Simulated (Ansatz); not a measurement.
# One crystal, many levels of theory: Ba2ClF3 (P-3m1), part 2 of 2

Aim: the gap of Ba2ClF3 (P-3m1) at several levels of theory on one structure, with the time that each takes.

Ansatz 0.2.0; density functionals, hybrids and G0W0, plane waves, PAW. Known limits of the many-body steps: finite bands, screening cutoff and k mesh; no spin-orbit coupling in G0W0; screening cutoff under 40 eV in some runs.

So far. Step 6 (PBE0 on the 6×6×2 mesh): Over mesh and listed points the gap is 8.016 eV, direct, at k = Γ. PBE0 against HSE06: 8.016 − 7.274 = +0.742 eV, with the same mesh, files and cutoff, and both edges at the same k points. Step 7 (G0W0@LDA, 6×6×2 mesh, 344 empty bands, screening to 110 …): Over all 14 irreducible mesh points the G0W0 gap is 8.110 eV, direct, at k = Γ. The LDA gap of this run on the mesh is 5.412 eV.

In doubt: masses and optical values from hybrid runs of this build are listed as unsure (step 8), which bears on the screening that GW takes from such a start.

### Step 8. G0W0@HSE06, 6×6×2 mesh, 344 empty bands, screening to 110 eV

This step: G0W0 on HSE06, plane waves, PAW.

File input.yaml:

```yaml
crystal:
  lattice:
    - [4.4976579259, 0.0, 0.0]
    - [-2.248828963, 3.8950860214, 0.0]
    - [0.0, 0.0, 7.500756]
  atoms:
    - { symbol: Ba, position: [0.66666667, 0.33333333, 0.201239] }
    - { symbol: Ba, position: [0.33333333, 0.66666667, 0.798761] }
    - { symbol: Cl, position: [0.0, 0.0, 0.5] }
    - { symbol: F, position: [0.0, 0.0, 0.0] }
    - { symbol: F, position: [0.66666667, 0.33333333, 0.835733] }
    - { symbol: F, position: [0.33333333, 0.66666667, 0.164267] }
kpoints:
  mp_grid: { grid: [6, 6, 2] }
hamiltonian:
  xc: hse06
scf:
  occupations: { method: fixed }
gw:
  n_empty_bands: 344
  ecut_chi: 110.0
  qp_bands: [v2, c2]
  qp_kpoints: band_edges
  screening: { model: contour_deformation }
```

Command:

```
ansatz run input.yaml --threads 8 --pin off --max-ram 18432MiB --backend cpu --events-out ev --progress --plain --runs-dir out
```

Numbers of over 12 decimals in the logs are rounded to 6 here.

What it wrote:

```text
[...]
Crystal: 6 atoms, lattice volume = 131.404 Å³
Basis set: ecut = 420 eV, 2575 PW (Γ)
Bands: 30, of which v1, the nominal top of the filled ones, is band 24 counted from 1 (23 counted from 0)
Symmetry: 12 space group operations
[...]
k-points: 14 of 72
[...]
SCF iter   1: F=—  HF=-15416.515683 eV  |F-HF|=—  |Δ(HF+E_count)|=         —  Δρ=9.66e-4  dr2=1.80e-3  ethr=1.77e-3  ⟨swp⟩=2.3  Hψ=3461  notcnv=0
[...]
1    25     10.6887    -4.8001    -3.0248    -8.4536  0.8811    11.3194    11.3174  root
     1    26     12.1364    -7.3232    -3.2748   -11.6101  0.8737    13.1539    13.1486  root
[...]
13    23      2.3955   -21.0891     2.4999   -17.4389  0.8261     1.2346     1.2453  root
    13    24      2.3955   -21.0891     2.4999   -17.4389  0.8261     1.2346     1.2453  root
    13    25     11.8936    -6.8984    -3.4949   -11.4730  0.8754    12.9795    12.9733  root
    13    26     12.2873    -7.0118    -3.2463   -11.2718  0.8680    13.3069    13.3008  root
[key lines of the parts left out:]
Free energy (F): -15426.581245 eV
Fermi energy:    2.735974 eV
```

It took 11 min on 8 threads of Arm Neoverse N1, shared host; peak memory 3.2 GiB.

This step gave:

| Property | Result |
| --- | --- |
| bands summed | 368 |
| RPA ε∞ on this mesh (eigenvalues) | 2.241, 2.278, 2.278 |
| plane waves in the screening matrix | 337 |
| G0W0 gap over the corrected points | 8.934 eV |
| k of the valence top | 0, 0, 0 |
| k of the conduction bottom | 0, 0, 0 |
| starting gap on the mesh | 7.274 eV |
| Z at the valence top | 0.8247 |
| Z at the conduction bottom | 0.8850 |
| least direct G0W0 gap over the corrected points | 8.934 eV |

Over all 14 irreducible mesh points the G0W0 gap is 8.934 eV, direct, at k = Γ. The HSE06 gap of this run on the mesh is 7.274 eV. The two states that bound the G0W0 gap lie that far apart at the start, so the correction of the gap is 8.934 − 7.274 = +1.660 eV. G0W0@HSE06 against G0W0@LDA with 368 bands: 8.934 − 8.110 = +0.824 eV, with the same mesh, files and cutoffs, and both edges at the same k points.

### Step 9. G0W0@r2SCAN, 6×6×2 mesh, 344 empty bands, screening to 110 eV

This step: G0W0 on r2SCAN, plane waves, PAW.

input.yaml: that of step 8 with these lines changed.

```diff
@@ -15,3 +15,3 @@
 hamiltonian:
-  xc: hse06
+  xc: r2scan
 scf:
```

What it wrote:

```text
[...]
Crystal: 6 atoms, lattice volume = 131.404 Å³
Basis set: ecut = 500 eV, 3369 PW (Γ), exchange–correlation on 144×144×240 points (64 copies of the dense FFT grid, shifted against one another)
Bands: 30, of which v1, the nominal top of the filled ones, is band 24 counted from 1 (23 counted from 0)
Symmetry: 12 space group operations
[...]
k-points: 14 of 72
[...]
1    26     11.9163    -7.5713    -3.3908   -12.0766  0.8612    13.0386    13.0308  root
[...]
13    23      3.1685   -30.8353     5.5716   -23.8942  0.7791     1.7761     1.7990  root
    13    24      3.1685   -30.8353     5.5716   -23.8942  0.7791     1.7761     1.7990  root
    13    25     11.5739    -7.1491    -3.6452   -12.0570  0.8629    12.8472    12.8367  root
    13    26     11.9762    -7.3905    -3.4013   -12.0290  0.8548    13.2245    13.2134  root
[key lines of the parts left out:]
SCF converged after 8 iterations
Free energy (F): -15456.158296 eV
Fermi energy:    3.453416 eV
```

Run time: 3.2 min. Hardware: 8 threads; peak memory 2.7 GiB; 24 min of CPU time.

Numbers from this step:

```yaml
bands_summed: 368
rpa_eps_infinity_on_this_mesh_eigenvalues: 2.373, 2.423, 2.423
plane_waves_in_the_screening_matrix: 337
g0w0_gap_over_the_corrected_points: 8.484 eV
k_of_the_valence_top: 0, 0, 0
k_of_the_conduction_bottom: 0, 0, 0
starting_gap_on_the_mesh: 6.417 eV
z_at_the_valence_top: 0.7983
z_at_the_conduction_bottom: 0.8746
least_direct_g0w0_gap_over_the_corrected_points: 8.484 eV
```

Over all 14 irreducible mesh points the G0W0 gap is 8.484 eV, direct, at k = Γ. The r2SCAN gap of this run on the mesh is 6.417 eV. The two states that bound the G0W0 gap lie that far apart at the start, so the correction of the gap is 8.484 − 6.417 = +2.067 eV. G0W0@r2SCAN against G0W0@HSE06 with 368 bands: 8.484 − 8.934 = −0.450 eV. The runs also differ in plane-wave cutoff (420 eV and 500 eV), so how much of this comes from the start alone is not known.

### Step 10. Gap and time by level

Each gap is the least one over the points named; times are wall times on shared hosts, not benchmarks. A G0W0 time includes the run's own self-consistent start. Runs with listed points see these and the mesh alone, so an edge that moves elsewhere is missed. Rows marked * are further runs, not shown as steps, whose inputs differ from the G0W0 step on the same start in the columns given; solver thresholds can differ too.

```tsv
level	mesh	files, cutoff	bands summed, screening	points	gap (eV)	valence top	conduction bottom	least direct gap (eV)	time
LDA	6×6×4	soft_2 PAW, 420 eV	-	mesh and path	5.412	Γ	Γ	5.412	8.1 s
LDA+SOC	6×6×4	soft_2 PAW, 420 eV	-	mesh and listed points	5.370	Γ	Γ	5.370	22 s
r2SCAN	6×6×4	soft_2 PAW, 500 eV	-	mesh and listed points	6.417	Γ	Γ	6.417	9 s
HSE06	6×6×2	soft_2 PAW, 420 eV	-	mesh and listed points	7.274	Γ	Γ	7.274	1.8 min
PBE0	6×6×2	soft_2 PAW, 420 eV	-	mesh and listed points	8.016	Γ	Γ	8.016	61 s
G0W0@LDA*	6×6×2	soft_2 PAW, 420 eV	80, 33 eV	all 14 irreducible mesh points	8.219	(0.000, 0.000, -0.500)	Γ	8.413	44 s
G0W0@LDA*	6×6×2	soft_2 PAW, 420 eV	183, 66 eV	all 14 irreducible mesh points	8.057	Γ	Γ	8.057	97 s
G0W0@LDA	6×6×2	soft_2 PAW, 420 eV	368, 110 eV	all 14 irreducible mesh points	8.110	Γ	Γ	8.110	6.6 min
G0W0@LDA*	3×3×2	soft_2 PAW, 420 eV	183, 66 eV	all 6 irreducible mesh points	8.059	Γ	Γ	8.059	14 s
G0W0@HSE06	6×6×2	soft_2 PAW, 420 eV	368, 110 eV	all 14 irreducible mesh points	8.934	Γ	Γ	8.934	11 min
G0W0@r2SCAN	6×6×2	soft_2 PAW, 500 eV	368, 110 eV	all 14 irreducible mesh points	8.484	Γ	Γ	8.484	3.2 min
```

### Step 11. What came out

| Property | Result |
| --- | --- |
| LDA, over mesh and path | 5.412 eV |
| LDA+SOC, over mesh and listed points | 5.370 eV |
| r2SCAN, over mesh and listed points | 6.417 eV |
| HSE06, over mesh and listed points | 7.274 eV |
| PBE0, over mesh and listed points | 8.016 eV |
| G0W0@LDA (368 bands, 6×6×2), over all 14 irreducible mesh points | 8.110 eV |
| G0W0@HSE06, over all 14 irreducible mesh points | 8.934 eV |
| G0W0@r2SCAN, over all 14 irreducible mesh points | 8.484 eV |
| known limits | finite bands, screening cutoff and k mesh; no spin-orbit coupling in G0W0; screening cutoff under 40 eV in some runs |

The rows run from 5.370 eV (LDA+SOC) to 8.934 eV (G0W0@HSE06). They differ in mesh, plane-wave cutoff, bands and screening cutoff of G0W0 and the points over which the gap was sought as well as in level, so only pairs that share these are like for like. LDA+SOC against LDA: 5.370 − 5.412 = −0.042 eV, with the same mesh, set of files (read in its fully relativistic form for the spin-orbit run) and cutoff, and both edges at the same k points. The spin-orbit run sees mesh and listed points alone, so its gap is an upper bound: the coupling can move an edge off these points, and the change over the zone, its sign included where it is small, is not known. PBE0 against HSE06: 8.016 − 7.274 = +0.742 eV, with the same mesh, files and cutoff, and both edges at the same k points. G0W0@HSE06 against G0W0@LDA with 368 bands: 8.934 − 8.110 = +0.824 eV, with the same mesh, files and cutoffs, and both edges at the same k points. G0W0@LDA (368 bands, 6×6×2) moves the gap of its own start on the mesh by 8.110 − 5.412 = +2.698 eV, between the same two levels. Both edges that LDA shows over mesh and path lie at k points where levels were corrected. Levels at other points were not corrected, so a lower G0W0 gap elsewhere in the zone is not ruled out. G0W0@HSE06 moves the gap of its own start on the mesh by 8.934 − 7.274 = +1.660 eV, between the same two levels. Both edges that HSE06 shows over mesh and listed points lie at k points where levels were corrected. Levels at other points were not corrected, so a lower G0W0 gap elsewhere in the zone is not ruled out. G0W0@r2SCAN moves the gap of its own start on the mesh by 8.484 − 6.417 = +2.067 eV, between the same two levels. Both edges that r2SCAN shows over mesh and listed points lie at k points where levels were corrected. Levels at other points were not corrected, so a lower G0W0 gap elsewhere in the zone is not ruled out. What spin-orbit coupling does to the G0W0 levels was not computed, so no sum with the G0W0 gap is formed. For G0W0@LDA: from 80 bands and 33 eV to 368 bands and 110 eV the gap moves by 8.110 − 8.219 = −0.109 eV (rung by rung 8.219, 8.057, 8.110 eV); bands and screening cutoff rise together, so their parts are not told apart. The states that bound the gap change along the series, so no limit is drawn and it is not known. The other G0W0 rows are shown at one basis each (368 bands), so their distance from the limit is not known here. With the 3×3×2 mesh in place of the 6×6×2 mesh and all else as in the G0W0@LDA row with 183 bands, the gap differs by 8.059 − 8.057 = +0.002 eV, and that of the start by 5.411 − 5.412 = −0.001 eV. The G0W0 runs are scalar-relativistic. G0W0@LDA runs of this series with other atomic data on the same mesh, not shown as steps, give 8.177 eV (hard PAW, 1050 eV, 534 bands, screening to 143 eV); where bands and cutoffs differ too, the part of the files is not isolated. A screening cutoff under 40 eV is crude: G0W0@LDA with 80 bands at 33 eV.

[Paths, hosts, dates, memory and timing lines, banners, echoed tables and standing remarks are left out of the program output.]

[Logs are printed without paths, hosts, clocks, repeated set-up lines and the standing remarks that a program may print on its own settings, such as how far it seeks lower states.]

[Runs of the session that timed out or met a known fault of the program may be left out.]

[Cells called generated may have been cut or substituted from an entry of the Crystallography Open Database or the Materials Project.]

[Hosts, paths, dates, database ids (printed as entryN), source tags and the programs' standing remarks are cut or masked in the printed files.]

[Where an RPA ε∞ is given, it is that of the G0W0 mesh and is not shown converged in it. Names of k-points follow the symmetry that the program found, which can be lower than the space group named. Band edges on a path are those of the sampled points; other points can move an edge, and change direct to indirect where valleys lie close.]

[Hybrid gaps are those of their k-mesh and are not shown converged in it.]
